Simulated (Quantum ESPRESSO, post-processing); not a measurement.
# arsenene, 1 layer: a series in biaxial strain, part 5 of 5

Wanted: a table for arsenene, 1 layer against biaxial strain, and what can be fitted to it.

Quantum ESPRESSO 7.5; plane-wave DFT, PBE, GBRV ultrasoft pseudopotentials.

So far. Step 9 (Relaxation with pw.x, 3 %): The relaxation lowers the energy by 2 meV an atom.

### Step 11. Relaxing the ions, 4 %

Contents of m8.relax.in:

```
&control
  prefix = 'm8.relax'
  outdir = './out'
  pseudo_dir = './pseudo'
  nstep = 40
  forc_conv_thr = 0.0003
  calculation = 'relax'
  tstress = .true.
/
&system
  ibrav = 0
  nat = 2
  ntyp = 1
  ecutwfc = 50
  ecutrho = 250
  occupations = 'smearing'
  smearing = 'fd'
  degauss = 0.002
/
&electrons
  conv_thr = 1e-09
  mixing_beta = 0.4
  electron_maxstep = 120
  mixing_mode = 'plain'
/
&ions
/
ATOMIC_SPECIES
  As  74.9216  as_pbe_v1.uspp.F.UPF
CELL_PARAMETERS angstrom
  3.75456606720000 0.00000000000000 0.00000000000000
  -1.87728303360000 3.25154959376000 0.00000000000000
  0.00000000000000 0.00000000000000 16.40000000000000
ATOMIC_POSITIONS crystal
  As  0.666666666700 0.333333333300 0.457398457800
  As  0.333333333300 0.666666666700 0.542601542200
K_POINTS automatic
  12 12 1 0 0 0
```

Run with:

```console
$ OMP_NUM_THREADS=1 mpirun -n 4 pw.x -nk 4 -in m8.relax.in > m8.relax.out
```

The program printed:

```text
[banner, memory and clock lines left out]
Program PWSCF v.7.5 starts
[...]
Message from routine setup:
[...]
number of electrons       =        10.00
     number of Kohn-Sham states=            9
     kinetic-energy cutoff     =      50.0000  Ry
     charge density cutoff     =     250.0000  Ry
[...]
number of k points=    19  Fermi-Dirac smearing, width (Ry)=  0.0020
[...]
Dense  grid:    90053 G-vectors     FFT dimensions: (  36,  36, 160)
[...]
negative rho (up, down):  8.331E-05 0.000E+00
     Starting wfcs are    8 randomized atomic wfcs +    1 random wfcs
[...]
negative rho (up, down):  1.442E-05 0.000E+00
[...]
estimated scf accuracy    <       0.01938827 Ry
[...]
negative rho (up, down):  3.592E-05 0.000E+00
[...]
estimated scf accuracy    <       0.00597254 Ry
[...]
negative rho (up, down):  5.044E-05 0.000E+00
[...]
estimated scf accuracy    <       0.00009772 Ry
[...]
negative rho (up, down):  6.247E-05 0.000E+00
[...]
estimated scf accuracy    <       0.00000861 Ry
[...]
negative rho (up, down):  6.986E-05 0.000E+00
[...]
estimated scf accuracy    <       0.00000593 Ry
[...]
negative rho (up, down):  7.439E-05 0.000E+00
[...]
estimated scf accuracy    <       0.00000031 Ry
[...]
negative rho (up, down):  7.756E-05 0.000E+00
[...]
estimated scf accuracy    <       0.00000016 Ry
[...]
negative rho (up, down):  7.952E-05 0.000E+00
[...]
estimated scf accuracy    <          8.5E-09 Ry
[...]
negative rho (up, down):  8.255E-05 0.000E+00
[...]
the Fermi energy is    -2.2564 ev
!    total energy              =     -80.53838927 Ry
     estimated scf accuracy    <          7.8E-10 Ry
     smearing contrib. (-TS)   =      -0.00000000 Ry
     internal energy E=F+TS    =     -80.53838927 Ry
[...]
one-electron contribution =     -91.21988477 Ry
     hartree contribution      =      47.49520946 Ry
     xc contribution           =     -62.90796735 Ry
     ewald contribution        =      26.09425339 Ry
     convergence has been achieved in   9 iterations
     negative rho (up, down):  8.255E-05 0.000E+00
[...]
Total force =     0.023506     Total SCF correction =     0.000036
[...]
negative rho (up, down):  8.255E-05 0.000E+00
[...]
negative rho (up, down):  8.735E-05 0.000E+00
[...]
negative rho (up, down):  8.385E-05 0.000E+00
[...]
estimated scf accuracy    <       0.00003564 Ry
[...]
negative rho (up, down):  8.279E-05 0.000E+00
[...]
estimated scf accuracy    <       0.00000477 Ry
[...]
negative rho (up, down):  8.252E-05 0.000E+00
[...]
estimated scf accuracy    <       0.00000036 Ry
[...]
negative rho (up, down):  8.248E-05 0.000E+00
[...]
estimated scf accuracy    <       0.00000002 Ry
[...]
negative rho (up, down):  8.247E-05 0.000E+00
[...]
estimated scf accuracy    <          2.9E-09 Ry
[...]
negative rho (up, down):  8.254E-05 0.000E+00
[...]
the Fermi energy is    -2.2894 ev
!    total energy              =     -80.53881456 Ry
     estimated scf accuracy    <          5.5E-11 Ry
     smearing contrib. (-TS)   =      -0.00000000 Ry
     internal energy E=F+TS    =     -80.53881456 Ry
[...]
one-electron contribution =     -91.50516508 Ry
     hartree contribution      =      47.62989522 Ry
     xc contribution           =     -62.91738643 Ry
     ewald contribution        =      26.25384173 Ry
     convergence has been achieved in   6 iterations
     negative rho (up, down):  8.254E-05 0.000E+00
[...]
Total force =     0.012643     Total SCF correction =     0.000001
[...]
negative rho (up, down):  8.254E-05 0.000E+00
[...]
negative rho (up, down):  8.821E-05 0.000E+00
[...]
negative rho (up, down):  8.407E-05 0.000E+00
[...]
estimated scf accuracy    <       0.00004328 Ry
[...]
negative rho (up, down):  8.279E-05 0.000E+00
[...]
estimated scf accuracy    <       0.00000589 Ry
[...]
negative rho (up, down):  8.248E-05 0.000E+00
[...]
estimated scf accuracy    <       0.00000042 Ry
[...]
negative rho (up, down):  8.241E-05 0.000E+00
[...]
estimated scf accuracy    <       0.00000002 Ry
[...]
negative rho (up, down):  8.239E-05 0.000E+00
[...]
estimated scf accuracy    <          4.2E-09 Ry
[...]
negative rho (up, down):  8.240E-05 0.000E+00
[...]
estimated scf accuracy    <          6.5E-11 Ry
[...]
negative rho (up, down):  8.243E-05 0.000E+00
[...]
the Fermi energy is    -2.3278 ev
!    total energy              =     -80.53898466 Ry
     estimated scf accuracy    <          2.1E-11 Ry
     smearing contrib. (-TS)   =      -0.00000000 Ry
     internal energy E=F+TS    =     -80.53898466 Ry
[...]
one-electron contribution =     -91.81665157 Ry
     hartree contribution      =      47.77679314 Ry
     xc contribution           =     -62.92776909 Ry
     ewald contribution        =      26.42864287 Ry
     convergence has been achieved in   7 iterations
     negative rho (up, down):  8.243E-05 0.000E+00
[...]
Total force =     0.000471     Total SCF correction =     0.000003
[...]
negative rho (up, down):  8.243E-05 0.000E+00
[...]
negative rho (up, down):  8.253E-05 0.000E+00
[...]
negative rho (up, down):  8.248E-05 0.000E+00
[...]
estimated scf accuracy    <       0.00000006 Ry
[...]
negative rho (up, down):  8.246E-05 0.000E+00
[...]
estimated scf accuracy    <          8.8E-09 Ry
[...]
negative rho (up, down):  8.244E-05 0.000E+00
[...]
estimated scf accuracy    <          6.1E-10 Ry
[...]
negative rho (up, down):  8.243E-05 0.000E+00
[...]
estimated scf accuracy    <          3.1E-11 Ry
[...]
negative rho (up, down):  8.242E-05 0.000E+00
[...]
the Fermi energy is    -2.3293 ev
!    total energy              =     -80.53898489 Ry
     estimated scf accuracy    <          4.3E-12 Ry
     smearing contrib. (-TS)   =      -0.00000000 Ry
     internal energy E=F+TS    =     -80.53898489 Ry
[...]
one-electron contribution =     -91.82867776 Ry
     hartree contribution      =      47.78247332 Ry
     xc contribution           =     -62.92817488 Ry
     ewald contribution        =      26.43539443 Ry
     convergence has been achieved in   5 iterations
     negative rho (up, down):  8.242E-05 0.000E+00
[...]
Total force =     0.000005     Total SCF correction =     0.000003
[...]
negative rho (up, down):  8.242E-05 0.000E+00
[...]
```

Wall time 22 s (4 MPI ranks of Intel Xeon 6975P-C (Granite Rapids), shared host); peak memory 0.54 GiB; 87 s of CPU time.

The steps of the relaxation:

| step | energy less that of the first step (eV) | largest force (eV/Å) |
| --- | --- | --- |
| 1 | 0.0000 | 0.4274 |
| 2 | -0.0058 | 0.2298 |
| 3 | -0.0081 | 0.0086 |
| 4 | -0.0081 | 0.0001 |

The atoms that moved most (Å):

| atom | dx | dy | dz | length |
| --- | --- | --- | --- | --- |
| As1 | 0.000 | 0.000 | 0.019 | 0.019 |
| As2 | 0.000 | 0.000 | -0.019 | 0.019 |

The relaxed structure:

```xyz
2
Lattice="3.7546 0.0000 0.0000 -1.8773 3.2515 0.0000 0.0000 0.0000 16.4000" Properties=species:S:1:pos:R:3
As    1.8773    1.0838    7.5202
As    0.0000    2.1677    8.8798
```

The relaxation lowers the energy by 4 meV an atom.

Read from the output:

* free energy: -1095.7887 eV
* Fermi energy: -2.329 eV

### Step 12. Ground state, 4 %

Contents of m8.scf.in:

```
&control
  prefix = 'm8.scf'
  outdir = './out'
  pseudo_dir = './pseudo'
  calculation = 'scf'
  tprnfor = .true.
/
&system
  ibrav = 0
  nat = 2
  ntyp = 1
  ecutwfc = 40
  ecutrho = 200
  occupations = 'smearing'
  smearing = 'fd'
  degauss = 0.002
  nbnd = 9
/
&electrons
  conv_thr = 1e-09
  mixing_beta = 0.4
  electron_maxstep = 120
  mixing_mode = 'plain'
/
ATOMIC_SPECIES
  As  74.9216  as_pbe_v1.uspp.F.UPF
CELL_PARAMETERS angstrom
  3.75456606720000 0.00000000000000 0.00000000000000
  -1.87728303360000 3.25154959376000 0.00000000000000
  0.00000000000000 0.00000000000000 16.40000000000000
ATOMIC_POSITIONS crystal
  As  0.666666666700 0.333333333300 0.458547571500
  As  0.333333333300 0.666666666700 0.541452428500
K_POINTS automatic
  12 12 1 0 0 0
```

Run with:

```console
$ OMP_NUM_THREADS=1 mpirun -n 4 pw.x -nk 4 -in m8.scf.in > m8.scf.out
```

The program printed:

```text
[banner, memory and clock lines left out]
Program PWSCF v.7.5 starts
[...]
Message from routine setup:
[...]
number of electrons       =        10.00
     number of Kohn-Sham states=            9
     kinetic-energy cutoff     =      40.0000  Ry
     charge density cutoff     =     200.0000  Ry
[...]
number of k points=    19  Fermi-Dirac smearing, width (Ry)=  0.0020
[...]
Dense  grid:    64435 G-vectors     FFT dimensions: (  32,  32, 144)
[...]
negative rho (up, down):  9.699E-05 0.000E+00
     Starting wfcs are    8 randomized atomic wfcs +    1 random wfcs
[...]
negative rho (up, down):  1.409E-04 0.000E+00
[...]
estimated scf accuracy    <       0.02015366 Ry
[...]
negative rho (up, down):  1.864E-04 0.000E+00
[...]
estimated scf accuracy    <       0.00615036 Ry
[...]
negative rho (up, down):  1.902E-04 0.000E+00
[...]
estimated scf accuracy    <       0.00009306 Ry
[...]
negative rho (up, down):  1.935E-04 0.000E+00
[...]
estimated scf accuracy    <       0.00000572 Ry
[...]
negative rho (up, down):  1.958E-04 0.000E+00
[...]
estimated scf accuracy    <       0.00000243 Ry
[...]
negative rho (up, down):  1.974E-04 0.000E+00
[...]
estimated scf accuracy    <       0.00000018 Ry
[...]
negative rho (up, down):  1.993E-04 0.000E+00
[...]
estimated scf accuracy    <       0.00000013 Ry
[...]
negative rho (up, down):  2.004E-04 0.000E+00
[...]
estimated scf accuracy    <          3.8E-09 Ry
[...]
negative rho (up, down):  2.024E-04 0.000E+00
[...]
the Fermi energy is    -2.3286 ev
!    total energy              =     -80.53885607 Ry
     estimated scf accuracy    <          4.1E-10 Ry
     smearing contrib. (-TS)   =      -0.00000000 Ry
     internal energy E=F+TS    =     -80.53885607 Ry
[...]
one-electron contribution =     -91.82718296 Ry
     hartree contribution      =      47.78224989 Ry
     xc contribution           =     -62.92931741 Ry
     ewald contribution        =      26.43539441 Ry
     convergence has been achieved in   9 iterations
     negative rho (up, down):  2.024E-04 0.000E+00
[...]
Total force =     0.000238     Total SCF correction =     0.000027
[...]
```

The job ended after 5.5 s (4 MPI ranks; peak memory 0.49 GiB; 21 s of CPU time).

Numbers from this step:

* free energy: -1095.7870 eV
* valence top, on the run's zero: -2.957 eV
* conduction bottom, on the run's zero: -1.576 eV
* gap by band count: 1.381 eV

### Step 13. The series side by side

The series in one table, energies over the lowest:

| biaxial strain | energy (eV) | gap along the path (eV) | upper vacuum level over the valence top of the mesh (eV) | lower vacuum level over that top (eV) |
| --- | --- | --- | --- | --- |
| -4 % | 0.0787 | 1.134 | 4.781 | 4.781 |
| -3 % | 0.0436 | 1.274 | 4.943 | 4.943 |
| -2 % | 0.0193 | 1.4 | 5.091 | 5.091 |
| -1 % | 0.0050 | 1.515 | 5.229 | 5.229 |
| 0 % | 0.0000 | 1.616 | 5.356 | 5.356 |
| 1 % | 0.0037 | 1.703 | 5.474 | 5.474 |
| 2 % | 0.0156 | 1.763 | 5.582 | 5.582 |
| 3 % | 0.0350 | 1.586 | 5.605 | 5.605 |
| 4 % | 0.0615 | 1.374 | 5.554 | 5.554 |

### Step 14. Worked from the printed numbers

A parabola through the energies within ±2 % has E = 43.59 eV × ε² -0.087 eV × ε; for the curvature, over A = 11.287 Å² this is 43.59 × 1/11.287 × 16.02 = 62 N/m.

### Step 15. Summary of results

```
C11 + C12                                                               : 62 N/m
gap along the path, at -4 % and at 4 %                                  : 1.13, 1.37 eV
upper vacuum level over the valence top of the mesh, at -4 % and at 4 % : 4.78, 5.55 eV
lower vacuum level over that top, at -4 % and at 4 %                    : 4.78, 5.55 eV
```

The series holds 9 members; C11 + C12: 62 N/m (PBE, GBRV ultrasoft). The energy is lowest near zero strain. From -4 % to 4 % the gap along the path goes from 1.13 to 1.37 eV by way of 1.76 at 2 %. From -4 % to 4 % the upper vacuum level over the valence top of the mesh goes from 4.78 to 5.55 eV by way of 5.60 at 3 %. From -4 % to 4 % the lower vacuum level over that top goes from 4.78 to 5.55 eV by way of 5.60 at 3 %. Semilocal gaps are too small; the 1×1 cell can't ripple over many cells under compression as a free sheet would. No spin-orbit coupling.

[Logs are printed without paths, hosts, clocks, repeated set-up lines and the standing remarks that a program may print on its own settings, such as how far it seeks lower states.]

[Hosts, paths, dates, database ids (printed as entryN), source tags and the programs' standing remarks are cut or masked in the printed files.]

[Maps of the electrostatic potential energy from Ansatz leave out the sawtooth potential of an applied field or a dipole correction, so their vacuum need not be flat; planar profiles and work functions include it.]
